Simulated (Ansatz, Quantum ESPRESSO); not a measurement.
# Thickness dependence of 1T-SnO2, part 4 of 7

Aim: screening, gap and ionisation potential of 1T-SnO2 against the number of layers.

Quantum ESPRESSO 7.5; plane-wave DFT, LDA, GBRV ultrasoft pseudopotentials; geometry by Ansatz 0.2.0 with PAW datasets.

So far. Step 6 (Electrostatic potential, 1 layer): The slope in the vacuum is 0.100 eV/Å for an applied 0.10 V/Å, as it should be. Step 7 (Band structure, 1 layer: no field): Along this path the valence top lies between K and Γ and the conduction bottom at Γ.

## (9) Relaxation with Ansatz, 2 layers

Level of this step: plane-wave DFT, PBE-D3(BJ), Ansatz PAW (Ansatz 0.2.0).

System of this step: 1T-SnO2, 2 layers, AA stacking. The cell holds 6 atoms: 4 O and 2 Sn. Cell: a = 3.220 Å, b = 3.220 Å, c = 23.878 Å, α = 90.0°, β = 90.0°, γ = 120.0°. It derives from SnO2. Vacuum lies along c.

Contents of input.yaml:

```yaml
crystal:
  lattice:
    - [3.22, 0.0, 0.0]
    - [-1.61, 2.7886018002, 0.0]
    - [0.0, 0.0, 23.877708764]
  atoms:
    - { symbol: O, position: [0.6666666667, 0.3333333333, 0.3559805542] }
    - { symbol: Sn, position: [0.0, 0.0, 0.3934392233] }
    - { symbol: O, position: [0.3333333333, 0.6666666667, 0.4308978924] }
    - { symbol: O, position: [0.6666666667, 0.3333333333, 0.5691021076] }
    - { symbol: Sn, position: [0.0, 0.0, 0.6065607767] }
    - { symbol: O, position: [0.3333333333, 0.6666666667, 0.6440194458] }
kpoints:
  mp_grid: { grid: [12, 12, 1] }
hamiltonian:
  xc: pbe
  dispersion: d3bj
scf:
  occupations: { method: fermi_dirac, width: 0.05 }
  convergence: { dr2_threshold: 1.0e-08 }
efield:
  axis: 3
  dipole_correction: true
  ramp_position: 0.97
  ramp_width: 0.04
relax:
  f_tol: 0.01
  cell: { fix: [c, alpha, beta] }
output:
  write_potential: true
  write_density: true
  volumetric_format: npy
```

Command:

```
> ansatz run input.yaml --threads 4 --pin off --max-ram 8192MiB --backend cpu --events-out ev --progress --plain --runs-dir out
```

Numbers of over 12 decimals in the logs are rounded to 6 here.

The log of the run:

```text
[...]
Crystal: 6 atoms, lattice volume = 214.405 Å³
Basis set: ecut = 420 eV, 4279 PW (Γ), exchange–correlation on 48×48×320 points (8 copies of the dense FFT grid, shifted against one another)
Bands: 32, of which v1, the nominal top of the filled ones, is band 26 counted from 1 (25 counted from 0)
Symmetry: 6 space group operations
k-points: 19 of 144 (time reversal used)
[...]
SCF iter   1: F=—  HF=-14317.481124 eV  |F-HF|=—  |Δ(HF+E_count)|=         —  Δρ=1.52e-3  dr2=5.69e-3  ethr=1.77e-3  p=-0.000 e·Å  D=-2.96e-5 V/Å  ΔV_dip=0.00 eV  dr2_dipole=2.82e-8  V_vac-E_F(+/−)=6.44/6.44 eV  ⟨swp⟩=8.8  Hψ=3313  notcnv=0
[...]
SCF iter   9: F=-14317.482095 eV  HF=-14317.482095 eV  |F-HF|=9.42e-10  |Δ(HF+E_count)|=   2.38e-9  Δρ=1.05e-6  dr2=2.37e-9  ethr=1.92e-11  p=-0.000 e·Å  D=-6.68e-6 V/Å  ΔV_dip=0.00 eV  dr2_dipole=2.45e-10  V_vac-E_F(+/−)=6.47/6.47 eV  ⟨swp⟩=7.9  Hψ=4581  notcnv=0
SCF 1 converged in 9 iterations: F = -14317.482095 eV  dr2 = 2.37e-9
[...]
relax step   1: F+E_penalty+E_count = -14317.48209500 eV  Δ(F+E_penalty+E_count) = +0.000e0 eV  max|allowed force component| = 1.731e0 eV/Å  Δτ_max = 0.0000 Å  P = +4.112 GPa  Ω = 214.405 Å³  fix = [c, alpha, beta]  reactions: c +4.248 GPa  (9 SCF iters, accepted)
Crystal: 6 atoms, lattice volume = 210.010 Å³
Basis set: ecut = 420 eV, 4123 PW (Γ), exchange–correlation on 48×48×320 points (8 copies of the dense FFT grid, shifted against one another)
[...]
SCF iter  11: F=-14317.887675 eV  HF=-14317.887675 eV  |F-HF|=2.57e-9  |Δ(HF+E_count)|=   5.88e-9  Δρ=9.63e-7  dr2=2.56e-9  ethr=1.92e-11  p=0.000 e·Å  D=7.77e-6 V/Å  ΔV_dip=-0.00 eV  dr2_dipole=3.87e-10  V_vac-E_F(+/−)=7.03/7.03 eV  ⟨swp⟩=8.9  Hψ=4392  notcnv=0
SCF 2 converged in 11 iterations: F = -14317.887675 eV  dr2 = 2.56e-9
relax step   2: F+E_penalty+E_count = -14317.88767492 eV  Δ(F+E_penalty+E_count) = -4.056e-1 eV  max|allowed force component| = 4.631e-2 eV/Å  Δτ_max = 0.1913 Å  P = +0.708 GPa  Ω = 210.010 Å³  energy of the carried Pulay correction = +8.379e-3 eV  fix = [c, alpha, beta]  reactions: c -0.309 GPa  (11 SCF iters, accepted)
Crystal: 6 atoms, lattice volume = 214.246 Å³
[...]
SCF iter  11: F=-14317.908448 eV  HF=-14317.908448 eV  |F-HF|=5.57e-10  |Δ(HF+E_count)|=   3.23e-8  Δρ=1.37e-6  dr2=2.64e-9  ethr=1.92e-11  p=0.000 e·Å  D=1.20e-6 V/Å  ΔV_dip=-0.00 eV  dr2_dipole=1.54e-12  V_vac-E_F(+/−)=7.02/7.02 eV  ⟨swp⟩=9.3  Hψ=4934  notcnv=0
SCF 3 converged in 11 iterations: F = -14317.908448 eV  dr2 = 2.64e-9
relax step   3: F+E_penalty+E_count = -14317.90844811 eV  Δ(F+E_penalty+E_count) = -2.077e-2 eV  max|allowed force component| = 1.358e-2 eV/Å  Δτ_max = 0.1949 Å  P = -0.104 GPa  Ω = 214.246 Å³  energy of the carried Pulay correction = +2.998e-4 eV  fix = [c, alpha, beta]  reactions: c -0.032 GPa  (11 SCF iters, accepted)
[...]
relax step   4: F+E_penalty+E_count = -14317.90927044 eV  Δ(F+E_penalty+E_count) = -8.223e-4 eV  max|allowed force component| = 2.030e-3 eV/Å  Δτ_max = 0.0061 Å  P = -0.009 GPa  Ω = 213.892 Å³  energy of the carried Pulay correction = +9.690e-4 eV  fix = [c, alpha, beta]  reactions: c -0.014 GPa  (7 SCF iters, accepted)
[...]
SCF iter   5: F=-14317.908381 eV  HF=-14317.908381 eV  |F-HF|=9.64e-11  |Δ(HF+E_count)|=   1.78e-9  Δρ=4.59e-7  dr2=3.69e-10  ethr=1.92e-11  p=0.000 e·Å  D=1.99e-6 V/Å  ΔV_dip=-0.00 eV  dr2_dipole=5.09e-13  V_vac-E_F(+/−)=7.02/7.02 eV  ⟨swp⟩=12.9  Hψ=4914  notcnv=0
SCF 5 converged in 5 iterations: F = -14317.908381 eV  dr2 = 3.69e-10
relax step   5: F+E_penalty+E_count = -14317.90838127 eV  Δ(F+E_penalty+E_count) = +8.892e-4 eV  max|allowed force component| = 2.056e-3 eV/Å  Δτ_max = 0.0000 Å  P = -0.018 GPa  Ω = 213.892 Å³  fix = [c, alpha, beta]  reactions: c -0.014 GPa  stress off target by 2.06e-2 GPa on what of the cell is left free  SCF on the basis re-selected at this cell (its energy is not comparable with the rows above)  (5 SCF iters)
basis re-selected at this cell: Δ(F+E_penalty+E_count) = +8.892e-4 eV, ΔP = -0.009 GPa vs the last step (what re-selecting the basis moved, of the pressure what is left beyond the Pulay correction that the steps carried, after the strain that the cell walked since its last selection, with what the two solves' SCF thresholds leave and, on support functions, any second-order correction that the steps lacked; it is no m [...]
[...]
SCF converged after 5 iterations
Free energy (F): -14317.908381 eV
[...]
Internal energy: -14317.908381 eV  (E = F + TS)
E sigma→0 (E₀):  -14317.908381 eV
Fermi energy:    -1.208801 eV
Dipole field:    D = 0.000003 V/Å  (p = 0.000003 e·Å, saw-weighted, corrected)
Work function:   Φ+ = 7.0159 eV   Φ− = 7.0160 eV
[...]
--- Forces (eV/Å), atoms counted from 1 ---
  atom   1  O      0.00000000    -0.00000000     0.00203127
  atom   2  Sn     0.00000000     0.00000000     0.00104685
  atom   3  O      0.00000000     0.00000000    -0.00205573
  atom   4  O      0.00000000    -0.00000000     0.00205261
  atom   5  Sn     0.00000000    -0.00000000    -0.00104069
  atom   6  O      0.00000000     0.00000000    -0.00203415
  max |Σ_I F_I| component: 1.52e-7 eV/Å
--- Stress (GPa, compression-positive) ---
       -0.020631       0.000000      -0.000000
        0.000000      -0.020631       0.000000
       -0.000000       0.000000      -0.014115
  P = ⅓ Tr σ = -0.0185 GPa (-0.185 kbar)
--- Band table (eV; the first three rows and the last of 19) ---
  k-point 0: bands = [... 22 lower, -3.2719, -3.2357, -3.2357, -2.7880, -0.1433, 0.5727, 3.2202, 3.3903, ... 2 higher]
  k-point 1: bands = [... 22 lower, -3.1853, -3.1448, -3.0544, -2.6589, 0.2476, 0.8466, 3.4637, 3.6626, ... 2 higher]
  k-point 2: bands = [... 22 lower, -3.0796, -3.0257, -2.9277, -2.5503, 1.1099, 1.4933, 4.0282, 4.3028, ... 2 higher]
  k-point 18: bands = [... 22 lower, -2.8430, -2.8430, -2.5668, -2.5668, 3.7453, 3.7877, 6.9567, 7.6666, ... 2 higher]
--- Relaxed structure (4 steps of the walk, 4 accepted, 1 SCFs on fresh bases) ---
[...]
cell:  # Å, volume = 213.8920 Å³
    - [3.216145, 0, 0]
    - [-1.608073, 2.785264, 0]
    - [0, 0, 23.877708764]
  atoms:
    - { symbol: O, position: [0.666667, 0.333333, 0.360500] }
    - { symbol: Sn, position: [9.096628774181273e-18, 0, 0.403008] }
    - { symbol: O, position: [0.333333, 0.666667, 0.445404] }
    - { symbol: O, position: [0.666667, 0.333333, 0.554596] }
    - { symbol: Sn, position: [-9.09663726861383e-18, 0, 0.596992] }
    - { symbol: O, position: [0.333333, 0.666667, 0.639500] }
```

It took 14 s on 4 threads of Arm Neoverse V2, shared host; peak memory 0.54 GiB; 53 s of CPU time.

The steps of the relaxation:

```tsv
step	energy less that of the first step (eV)	largest force component (eV/Å)	pressure (GPa)	volume (Å³)
1	0.0000	1.7312	4.11	214.41
2	-0.4056	0.0463	0.71	210.01
3	-0.4264	0.0136	-0.10	214.25
4	-0.4272	0.0020	-0.01	213.89
5*	-0.4263	0.0021	-0.02	213.89
```

Relaxation steps marked * repeat the geometry before them on a plane-wave basis chosen anew for their cell, so energy and pressure can jump there.

```tsv
cell as run	before	after	change
a (Å)	3.220	3.216	-0.1 %
b (Å)	3.220	3.216	-0.1 %
```

The atoms that moved most (Å, along periodic axes as changes of fractional coordinates times the final cell, across vacuum about the mean position):

```tsv
atom	dx	dy	dz	length
O3	0.000	0.000	0.346	0.346
O4	0.000	0.000	-0.346	0.346
Sn5	0.000	0.000	-0.228	0.228
Sn2	0.000	0.000	0.228	0.228
O1	0.000	0.000	0.108	0.108
O6	0.000	0.000	-0.108	0.108
```

Final coordinates:

```xyz
6
Lattice="3.2161 0.0000 0.0000 -1.6081 2.7853 0.0000 0.0000 0.0000 23.8777" Properties=species:S:1:pos:R:3
O     1.6081    0.9284    8.6079
Sn    0.0000    0.0000    9.6229
O     0.0000    1.8568   10.6352
O     1.6081    0.9284   13.2425
Sn    0.0000    0.0000   14.2548
O     0.0000    1.8568   15.2698
```

Read from the output:

| Quantity | Value |
| --- | --- |
| free energy | -14317.9084 eV |
| Fermi energy | -1.209 eV |
| gap by band count | 2.334 eV |
| dipole along the normal | 3.45e-6 e·Å |
| vacuum level at the upper face over a Fermi level inside the gap | 7.016 eV |
| vacuum level at the lower face over a Fermi level inside the gap | 7.016 eV |

## (10) SCF with pw.x, 2 layers: no field

Level of this step: plane-wave DFT, LDA, GBRV ultrasoft pseudopotentials (Quantum ESPRESSO 7.5).

Contents of n2.f0.in:

```
&control
  prefix = 'n2.f0'
  outdir = './out'
  pseudo_dir = './pseudo'
  calculation = 'scf'
  tprnfor = .true.
  tefield = .true.
  dipfield = .true.
/
&system
  ibrav = 0
  nat = 6
  ntyp = 2
  ecutwfc = 40
  ecutrho = 200
  occupations = 'smearing'
  smearing = 'fd'
  degauss = 0.004
  edir = 3
  emaxpos = 0.97
  eopreg = 0.04
  eamp = 0.0
  nbnd = 30
/
&electrons
  conv_thr = 1e-09
  mixing_beta = 0.4
  electron_maxstep = 120
  mixing_mode = 'plain'
/
ATOMIC_SPECIES
  O   15.9990  o_lda_v1.2.uspp.F.UPF
  Sn  118.7100  sn_lda_v1.4.uspp.F.UPF
CELL_PARAMETERS angstrom
  3.21614537024490 -0.00000000000000 -0.00000000000000
  -1.60807268512245 2.78526359289579 0.00000000000000
  -0.00000000000000 0.00000000000000 23.87770876400000
ATOMIC_POSITIONS crystal
  O   0.666666666667 0.333333333333 0.360499753708
  Sn  0.000000000000 -0.000000000000 0.403008169099
  O   0.333333333333 0.666666666667 0.445403709341
  O   0.666666666667 0.333333333333 0.554596293838
  Sn  -0.000000000000 0.000000000000 0.596991821965
  O   0.333333333333 0.666666666667 0.639500252048
K_POINTS automatic
  12 12 1 0 0 0
```

Command:

```
> OMP_NUM_THREADS=1 mpirun -n 4 pw.x -nk 4 -in n2.f0.in > n2.f0.out
```

The log of the run:

```text
[banner, memory and clock lines left out]
Program PWSCF v.7.5 starts
[...]
number of electrons       =        52.00
     number of Kohn-Sham states=           30
     kinetic-energy cutoff     =      40.0000  Ry
     charge density cutoff     =     200.0000  Ry
[...]
number of k points=    74  Fermi-Dirac smearing, width (Ry)=  0.0040
[...]
Dense  grid:    69065 G-vectors     FFT dimensions: (  27,  27, 216)
[...]
negative rho (up, down):  3.498E-04 0.000E+00
[...]
Starting wfcs are   34 randomized atomic wfcs
[...]
negative rho (up, down):  1.129E-04 0.000E+00
[...]
estimated scf accuracy    <       1.62388122 Ry
[...]
negative rho (up, down):  1.390E-04 0.000E+00
[...]
estimated scf accuracy    <       0.16052086 Ry
[...]
negative rho (up, down):  2.317E-04 0.000E+00
[...]
estimated scf accuracy    <       0.02657574 Ry
[...]
negative rho (up, down):  3.170E-04 0.000E+00
[...]
estimated scf accuracy    <       0.00325875 Ry
[...]
negative rho (up, down):  2.957E-04 0.000E+00
[...]
estimated scf accuracy    <       0.00096978 Ry
[...]
negative rho (up, down):  3.066E-04 0.000E+00
[...]
estimated scf accuracy    <       0.00022717 Ry
[...]
negative rho (up, down):  3.016E-04 0.000E+00
[...]
estimated scf accuracy    <       0.00020174 Ry
[...]
negative rho (up, down):  3.017E-04 0.000E+00
[...]
estimated scf accuracy    <       0.00002262 Ry
[...]
negative rho (up, down):  3.015E-04 0.000E+00
[...]
estimated scf accuracy    <       0.00000053 Ry
[...]
negative rho (up, down):  3.016E-04 0.000E+00
[...]
estimated scf accuracy    <       0.00000024 Ry
[...]
negative rho (up, down):  3.019E-04 0.000E+00
[...]
estimated scf accuracy    <       0.00000003 Ry
[...]
negative rho (up, down):  3.020E-04 0.000E+00
[...]
Total length         43.3174 bohr
[...]
estimated scf accuracy    <          7.1E-09 Ry
[...]
negative rho (up, down):  3.023E-04 0.000E+00
[...]
Computed dipole along edir(3) :
        Dipole                0.0000 Ry au,          0.0000 Debye
        Dipole field          0.0000 Ry au,
        Potential amp.       -0.0000 Ry
        Total length         43.3174 bohr
[...]
the Fermi energy is    -1.6206 ev
!    total energy              =    -447.00087824 Ry
     estimated scf accuracy    <          1.1E-10 Ry
     smearing contrib. (-TS)   =      -0.00000000 Ry
     internal energy E=F+TS    =    -447.00087824 Ry
[...]
one-electron contribution =   -3499.10955206 Ry
     hartree contribution      =    1767.83467472 Ry
     xc contribution           =    -113.78214937 Ry
     ewald contribution        =    1398.05614848 Ry
     electric field correction =       0.00000000 Ry
     convergence has been achieved in  13 iterations
     negative rho (up, down):  3.023E-04 0.000E+00
[...]
Total force =     0.042056     Total SCF correction =     0.000064
[...]
```

It took 65 s on 4 MPI ranks; peak memory 0.66 GiB.

Read from the output:

| Quantity | Value |
| --- | --- |
| free energy | -6081.7568 eV |
| Fermi energy | -1.621 eV |
| dipole along the normal | 0 e·Å |
| valence top, on the run's zero | -2.818 eV |
| conduction bottom, on the run's zero | -0.6288 eV |
| gap by band count | 2.189 eV |

## (11) Potential by pp.x, 2 layers

Contents of n2.f0.pot.in:

```
&inputpp
  prefix = 'n2.f0'
  outdir = './out'
  filplot = 'n2.f0.pot.dat'
  plot_num = 11
/
```

Command:

```
> OMP_NUM_THREADS=1 mpirun -n 4 pp.x -in n2.f0.pot.in > n2.f0.pot.out
```

It took 0.86 s on 4 MPI ranks; peak memory 0.1 GiB; 3.1 s of CPU time.

Read from the output:

| Property | Result |
| --- | --- |
| slope of the potential above | 4.26e-6 eV/Å |
| upper vacuum line continued to the top atoms, over the valence top | 8.628 eV |
| slope of the potential below | -3.77e-6 eV/Å |
| lower vacuum line continued to the bottom atoms, over the valence top | 8.628 eV |
| vacuum level at the upper face over the valence top of the mesh | 8.628 eV |
| vacuum level at the lower face over the valence top of the mesh | 8.628 eV |

## (12) Self-consistent run, 2 layers: field 0.1 V/Å

n2.f1.in is the input of step 10 with these lines changed:

```diff
@@ -1,3 +1,3 @@
 &control
-  prefix = 'n2.f0'
+  prefix = 'n2.f1'
   outdir = './out'
@@ -21,3 +21,3 @@
   eopreg = 0.04
-  eamp = 0.0
+  eamp = 0.00194469
   nbnd = 30
@@ -29,2 +29,3 @@
   mixing_mode = 'plain'
+  startingpot = 'file'
 /
```

Command:

```
> cp -r out/n2.f0.save out/n2.f1.save
> OMP_NUM_THREADS=1 mpirun -n 4 pw.x -nk 4 -in n2.f1.in > n2.f1.out
```

The log of the run:

```text
[banner, memory and clock lines left out]
Program PWSCF v.7.5 starts
[...]
number of electrons       =        52.00
     number of Kohn-Sham states=           30
     kinetic-energy cutoff     =      40.0000  Ry
     charge density cutoff     =     200.0000  Ry
[...]
number of k points=    74  Fermi-Dirac smearing, width (Ry)=  0.0040
[...]
Dense  grid:    69065 G-vectors     FFT dimensions: (  27,  27, 216)
[...]
The initial density is read from file :
[...]
negative rho (up, down):  3.023E-04 0.000E+00
[...]
Starting wfcs are   34 randomized atomic wfcs
[...]
negative rho (up, down):  3.017E-04 0.000E+00
[...]
estimated scf accuracy    <       0.00204943 Ry
[...]
negative rho (up, down):  3.018E-04 0.000E+00
[...]
estimated scf accuracy    <       0.00402542 Ry
[...]
negative rho (up, down):  3.020E-04 0.000E+00
[...]
estimated scf accuracy    <       0.00002128 Ry
[...]
negative rho (up, down):  3.021E-04 0.000E+00
[...]
estimated scf accuracy    <       0.00002619 Ry
[...]
negative rho (up, down):  3.021E-04 0.000E+00
[...]
estimated scf accuracy    <       0.00000075 Ry
[...]
negative rho (up, down):  3.022E-04 0.000E+00
[...]
estimated scf accuracy    <       0.00000029 Ry
[...]
negative rho (up, down):  3.022E-04 0.000E+00
[...]
estimated scf accuracy    <       0.00000013 Ry
[...]
negative rho (up, down):  3.022E-04 0.000E+00
[...]
estimated scf accuracy    <       0.00000001 Ry
[...]
negative rho (up, down):  3.022E-04 0.000E+00
[...]
estimated scf accuracy    <          3.3E-09 Ry
[...]
negative rho (up, down):  3.022E-04 0.000E+00
[...]
Computed dipole along edir(3) :
        Dipole                0.0568 Ry au,          0.1445 Debye
        Dipole field          0.0005 Ry au,
        E field amplitude [Ha a.u.]:  1.9447E-03
        Potential amp.        0.1256 Ry
        Total length         43.3174 bohr
[...]
the Fermi energy is    -1.5911 ev
!    total energy              =    -447.00098860 Ry
     estimated scf accuracy    <          8.3E-10 Ry
     smearing contrib. (-TS)   =      -0.00000000 Ry
     internal energy E=F+TS    =    -447.00098860 Ry
[...]
one-electron contribution =   -3499.10873889 Ry
     hartree contribution      =    1767.83389712 Ry
     xc contribution           =    -113.78210236 Ry
     ewald contribution        =    1398.05614848 Ry
     electric field correction =      -0.00019295 Ry
     convergence has been achieved in  10 iterations
     negative rho (up, down):  3.022E-04 0.000E+00
[...]
Total force =     0.042305     Total SCF correction =     0.000179
[...]
```

Elapsed: 61 s, on 4 MPI ranks; peak memory 0.67 GiB.

Read from the output:

```
free energy                          : -6081.7583 eV
Fermi energy                         : -1.591 eV
dipole along the normal              : 0.03008 e·Å
valence top, on the run's zero       : -2.782 eV
conduction bottom, on the run's zero : -0.6193 eV
gap by band count                    : 2.163 eV
```

## (13) Potential by pp.x, 2 layers

Contents of n2.f1.pot.in:

```
&inputpp
  prefix = 'n2.f1'
  outdir = './out'
  filplot = 'n2.f1.pot.dat'
  plot_num = 11
/
```

Command:

```
> OMP_NUM_THREADS=1 mpirun -n 4 pp.x -in n2.f1.pot.in > n2.f1.pot.out
```

Wall time 0.87 s (4 MPI ranks); peak memory 0.11 GiB.

This step gave:

```
slope of the potential above                                          : 0.1000 eV/Å
upper vacuum line continued to the top atoms, over the valence top    : 8.640 eV
slope of the potential below                                          : 0.10000 eV/Å
lower vacuum line continued to the bottom atoms, over the valence top : 8.581 eV
```

The slope in the vacuum is 0.100 eV/Å for an applied 0.10 V/Å, as it should be.

[end of part 4 of 7]

[Logs are printed without paths, hosts, clocks, repeated set-up lines and the standing remarks that a program may print on its own settings, such as how far it seeks lower states.]

[Hosts, paths, dates, database ids (printed as entryN), source tags and the programs' standing remarks are cut or masked in the printed files.]

[Maps of the electrostatic potential energy from Ansatz leave out the sawtooth potential of an applied field or a dipole correction, so their vacuum need not be flat; planar profiles and work functions include it.]
